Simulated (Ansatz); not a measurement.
# AgCl (Chlorargyrite, Fm-3m) at temperature and pressure, part 2 of 2

Wanted: expansion, heat capacity and stiffness of AgCl (Chlorargyrite) along isobars.

Ansatz 0.2.0; DFT RPBE, scalar-relativistic, plane waves, PAW.

So far. Step 2 (A first coarse run): The start is under 7.2 GPa at this level and looks like an insulator or semiconductor on this mesh. Step 5 (Relaxing to small residual forces and stress): The residual pressure is -0.0045 GPa, small enough for phonons.

The database entry behind the starting cell differs from later determinations by our own check (an axis about 1.4 % short against later determinations), so it need not match the best structure at ambient conditions.

## Step 8: Phonons on strained cells (continued)

Quasi-harmonic; a, b, c are the run's own cell vectors. Expansion, by row:

| T (K) | a (Å) | b (Å) | c (Å) | alpha (deg) | beta (deg) | gamma (deg) | cell volume (Å³/cell) | alpha_a (1e-6/K) | alpha_b (1e-6/K) | alpha_c (1e-6/K) | alpha_V (1e-6/K) | C_P (J/mol-atom/K) | C_V (J/mol-atom/K) | S (J/mol-atom/K) | B_T (GPa) | B_S (GPa) | Grueneisen | extrapolation | fit error (1e-6/K) |
| --- | --- | --- | --- | --- | --- | --- | --- | --- | --- | --- | --- | --- | --- | --- | --- | --- | --- | --- | --- |
| 0 | 3.924 | 3.924 | 3.924 | 60 | 60 | 60 | 42.73 | 0 | 0 | 0 | 0 | 0 | 0 | 0 | 53.2 | 53.2 | - | 0 | 0 |
| 25 | 3.924 | 3.924 | 3.924 | 60 | 60 | 60 | 42.73 | 3.36 | 3.36 | 3.36 | 10.08 | 6.975 | 6.973 | 3.722 | 53.07 | 53.08 | 0.987 | 0 | 0.01 |
| 50 | 3.925 | 3.925 | 3.925 | 60 | 60 | 60 | 42.76 | 11.83 | 11.83 | 11.83 | 35.48 | 14.24 | 14.2 | 10.98 | 52.49 | 52.64 | 1.688 | 0 | 0.08 |
| 75 | 3.926 | 3.926 | 3.926 | 60 | 60 | 60 | 42.81 | 17.44 | 17.44 | 17.44 | 52.33 | 18.56 | 18.42 | 17.65 | 51.67 | 52.05 | 1.892 | 0 | 0.19 |
| 100 | 3.928 | 3.928 | 3.928 | 60 | 60 | 60 | 42.87 | 20.87 | 20.87 | 20.87 | 62.62 | 21.01 | 20.75 | 23.36 | 50.73 | 51.36 | 1.976 | 0 | 0.28 |
| 125 | 3.931 | 3.931 | 3.931 | 60 | 60 | 60 | 42.94 | 23.2 | 23.2 | 23.2 | 69.6 | 22.47 | 22.08 | 28.22 | 49.73 | 50.6 | 2.026 | 0 | 0.34 |
| 150 | 3.933 | 3.933 | 3.933 | 60 | 60 | 60 | 43.02 | 24.99 | 24.99 | 24.99 | 74.98 | 23.42 | 22.89 | 32.4 | 48.65 | 49.78 | 2.064 | 0 | 0.34 |
| 175 | 3.935 | 3.935 | 3.935 | 60 | 60 | 60 | 43.1 | 26.55 | 26.55 | 26.55 | 79.65 | 24.09 | 23.41 | 36.07 | 47.51 | 48.9 | 2.098 | 0 | 0.29 |
| 200 | 3.938 | 3.938 | 3.938 | 60 | 60 | 60 | 43.19 | 28.03 | 28.03 | 28.03 | 84.08 | 24.61 | 23.76 | 39.32 | 46.29 | 47.95 | 2.13 | 0 | 0.2 |
| 225 | 3.941 | 3.941 | 3.941 | 60 | 60 | 60 | 43.28 | 29.52 | 29.52 | 29.52 | 88.55 | 25.04 | 24.01 | 42.24 | 45.01 | 46.95 | 2.163 | 0 | 0.07 |
| 250 | 3.944 | 3.944 | 3.944 | 60 | 60 | 60 | 43.38 | 31.09 | 31.09 | 31.09 | 93.26 | 25.43 | 24.19 | 44.9 | 43.64 | 45.88 | 2.198 | 0 | 0.32 |
| 275 | 3.947 | 3.947 | 3.947 | 60 | 60 | 60 | 43.48 | 32.8 | 32.8 | 32.8 | 98.4 | 25.79 | 24.32 | 47.34 | 42.2 | 44.75 | 2.235 | 0 | 0.64 |
| 298.1 | 3.95 | 3.95 | 3.95 | 60 | 60 | 60 | 43.59 | 34.56 | 34.56 | 34.56 | 103.7 | 26.13 | 24.42 | 49.44 | 40.77 | 43.64 | 2.272 | 0 | 1 |
| 300 | 3.95 | 3.95 | 3.95 | 60 | 60 | 60 | 43.59 | 34.71 | 34.71 | 34.71 | 104.1 | 26.16 | 24.43 | 49.6 | 40.65 | 43.54 | 2.275 | 0 | 1.04 |
| 325 | 3.954 | 3.954 | 3.954 | 60 | 60 | 60 | 43.71 | 36.9 | 36.9 | 36.9 | 110.7 | 26.55 | 24.5 | 51.71 | 39.01 | 42.27 | 2.319 | 0 | 1.5 |
| 350 | 3.958 | 3.958 | 3.958 | 60 | 60 | 60 | 43.84 | 39.44 | 39.44 | 39.44 | 118.3 | 26.98 | 24.57 | 53.69 | 37.25 | 40.91 | 2.368 | 0 | 1.94 |
| 375 | 3.962 | 3.962 | 3.962 | 60 | 60 | 60 | 43.97 | 42.45 | 42.45 | 42.45 | 127.3 | 27.47 | 24.62 | 55.57 | 35.37 | 39.46 | 2.422 | 0 | 2.2 |
| 400 | 3.966 | 3.966 | 3.966 | 60 | 60 | 60 | 44.12 | 46.11 | 46.11 | 46.11 | 138.3 | 28.05 | 24.66 | 57.36 | 33.33 | 37.91 | 2.483 | 0 | 1.89 |
| 425 | 3.971 | 3.971 | 3.971 | 60 | 60 | 60 | 44.28 | 50.65 | 50.65 | 50.65 | 152 | 28.77 | 24.7 | 59.08 | 31.13 | 36.26 | 2.553 | 0 | 0.37 |
| 450 | 3.976 | 3.976 | 3.976 | 60 | 60 | 60 | 44.45 | 56.51 | 56.51 | 56.51 | 169.5 | 29.7 | 24.73 | 60.75 | 28.71 | 34.48 | 2.634 | 0 | 5.99 |
| 475 | 3.982 | 3.982 | 3.982 | 60 | 60 | 60 | 44.66 | 64.39 | 64.39 | 64.39 | 193.2 | 30.96 | 24.76 | 62.39 | 26.03 | 32.55 | 2.731 | 0 | 23.93 |
| 500 | 3.989 | 3.989 | 3.989 | 60 | 60 | 60 | 44.89 | 75.7 | 75.7 | 75.7 | 227.1 | 32.79 | 24.78 | 64.02 | 22.99 | 30.43 | 2.848 | 0.02 | 83.44 |

Table of expansion coefficient by temperature; values in 1e-6/K:

| temperature (K) | volume | principal 1 |
| --- | --- | --- |
| 0 | 0 | 0 |
| 25 | 10.1 | 3.36 |
| 50 | 35.5 | 11.8 |
| 75 | 52.3 | 17.4 |
| 100 | 62.6 | 20.9 |
| 125 | 69.6 | 23.2 |
| 150 | 75.0 | 25.0 |
| 175 | 79.7 | 26.6 |
| 200 | 84.1 | 28.0 |
| 225 | 88.5 | 29.5 |
| 250 | 93.3 | 31.1 |
| 275 | 98.4 | 32.8 |
| 298 | 104 | 34.6 |
| 300 | 104 | 34.7 |
| 325 | 111 | 36.9 |
| 350 | 118 | 39.4 |
| 375 | 127 | 42.5 |
| 400 | 138 | 46.1 |
| 425 | 152 | 50.6 |
| 450 | 170 | 56.5 |
| 475 | 193 | 64.4 |
| 500 | 227 | 75.7 |

At 298 K the volume expansion is 104 × 10⁻⁶/K and B_T is 40.8 GPa. The program raised the cutoff to 487.2 eV by itself: with no cutoff typed, the study takes about 1.16 times the default for its relaxations and scales it with the volume for the phonons.

## Step 9: Relaxation under pressure, pressure 20 GPa

Input file input.yaml:

```yaml
crystal:
  lattice:
    - [0.0, 2.8843977905, 2.8843977905]
    - [2.8843977905, 0.0, 2.8843977905]
    - [2.8843977905, 2.8843977905, 0.0]
  atoms:
    - { symbol: Ag, position: [0.0, 0.0, 0.0] }
    - { symbol: Cl, position: [0.5, 0.5, 0.5] }
kpoints:
  mp_grid: { grid: [8, 8, 8] }
hamiltonian:
  xc: rpbe
scf:
  occupations: { method: fixed }
output:
  forces: true
  stress: true
  eigenvalues: true
relax:
  adjacent_minimum: "off"
  f_tol: 0.001
  max_steps: 60
  cell: { stress_tol: 0.05, p_target: 20.0 }
```

The run is started by

```sh
$ ansatz run input.yaml --threads 4 --pin off --max-ram 8192MiB --backend cpu --events-out ev --progress --plain --runs-dir out
```

The job ended after 2.3 s (4 threads of Arm Neoverse V2, shared host; peak memory 0.33 GiB).

The steps of the relaxation:

| step | energy less that of the first step (eV) | largest force component (eV/Å) | pressure (GPa) | volume (Å³) |
| --- | --- | --- | --- | --- |
| 1 | 0.0000 | 0.0000 | 0.00 | 47.99 |
| 2 | 0.1160 | 0.0000 | 6.63 | 41.31 |
| 3 | 0.5938 | 0.0000 | 20.84 | 35.28 |
| 4 | 0.5556 | 0.0000 | 19.81 | 35.58 |
| 5 | 0.5626 | 0.0000 | 20.00 | 35.53 |
| 6* | 0.5654 | 0.0000 | 19.96 | 35.53 |

Relaxation steps marked * repeat the geometry before them on a plane-wave basis chosen anew for their cell, so energy and pressure can jump there.

Forces are held to the 48 operations that the run works with; a distortion that breaks them can't arise in this run.

| conventional cell, symmetrised | before | after | change |
| --- | --- | --- | --- |
| a (Å) | 5.769 | 5.218 | -9.5 % |
| b (Å) | 5.769 | 5.218 | -9.5 % |
| c (Å) | 5.769 | 5.218 | -9.5 % |
| volume (Å³/atom) | 24.00 | 17.76 | -26.0 % |

The relaxed structure:

```xyz
2
Lattice="0.0000 2.6092 2.6092 2.6092 0.0000 2.6092 2.6092 2.6092 0.0000" Properties=species:S:1:pos:R:3 pbc="T T T"
Ag    0.0000    0.0000    0.0000
Cl    2.6092    2.6092    2.6092
```

This step gave:

```
pressure          : 19.96 GPa
gap on the k-mesh : 1.104 eV
volume per atom   : 17.76 Å³
```

## Step 10: Phonons on strained cells, pressure 20 GPa

Input file input.yaml:

```yaml
crystal:
  lattice:
    - [0.0, 2.6091858866, 2.6091858866]
    - [2.6091858866, 0.0, 2.6091858866]
    - [2.6091858866, 2.6091858866, 0.0]
  atoms:
    - { symbol: Ag, position: [0.0, 0.0, 0.0] }
    - { symbol: Cl, position: [0.5, 0.5, 0.5] }
kpoints:
  mp_grid: { grid: [8, 8, 8] }
hamiltonian:
  xc: rpbe
scf:
  occupations: { method: fixed }
output:
  eigenvalues: true
phonons:
  method: dfpt
  qmesh: [4, 4, 4]
  temperatures: { t_max: 500.0, t_step: 25 }
  thermal_expansion: { pressure: 20.0 }
```

Wall time 2.1 min (4 threads); peak memory 1.1 GiB.

The run ended with an error.

The program's message: “vibrations stand at or below zero in cell 4 (0.703 modes a cell, the lowest at -30.7 cm⁻¹): the crystal is at no minimum there, or its k-points are too few: type the crystal that it becomes, another p …”

## Step 11: Outcome

| Quantity | Value |
| --- | --- |
| settings of these figures | RPBE, 487.2 eV, k 8×8×8, q 4×4×4, 5 GPa |
| C_P at 298 K | 26.13 J/mol-atom/K |
| entropy at 298 K | 49.44 J/mol-atom/K |
| isothermal bulk modulus at 298 K | 40.77 GPa |
| volume at 298 K | 21.79 Å³/atom |

**Reading.** No expansion can be quoted for AgCl (Chlorargyrite): by the log the coefficient moves by up to 268 × 10⁻⁶/K with the way the phonon sums are taken, more than any value in its table, so a denser q-mesh is needed. At some temperatures (first at 450 K) the program's own estimate of the fit error is large against the linear coefficients, so those rows are unreliable. Between 298.15 and 500 K the bulk modulus falls by 44 % and the Grüneisen parameter grows; in this range the quasi-harmonic approximation, which lacks anharmonicity at fixed volume, tends to overshoot. C_P at room temperature is 105 % of the classical 3R an atom; C_V is 98 %, and the rest is expansion work. The study on the 4×4×4 q-mesh at 20 GPa stopped because modes went imaginary in one of its cells, a sign that the phase is near an instability or that the meshes are too coarse for it. The PAW files were made for PBE and are used here under another functional, for which the program regenerates the frozen cores.

[Logs are printed without paths, hosts, clocks, repeated set-up lines and the standing remarks that a program may print on its own settings, such as how far it seeks lower states.]

[Hosts, paths, dates, database ids (printed as entryN), source tags and the programs' standing remarks are cut or masked in the printed files.]

[A step with changed settings may run another functional than the one named; its input shows which.]
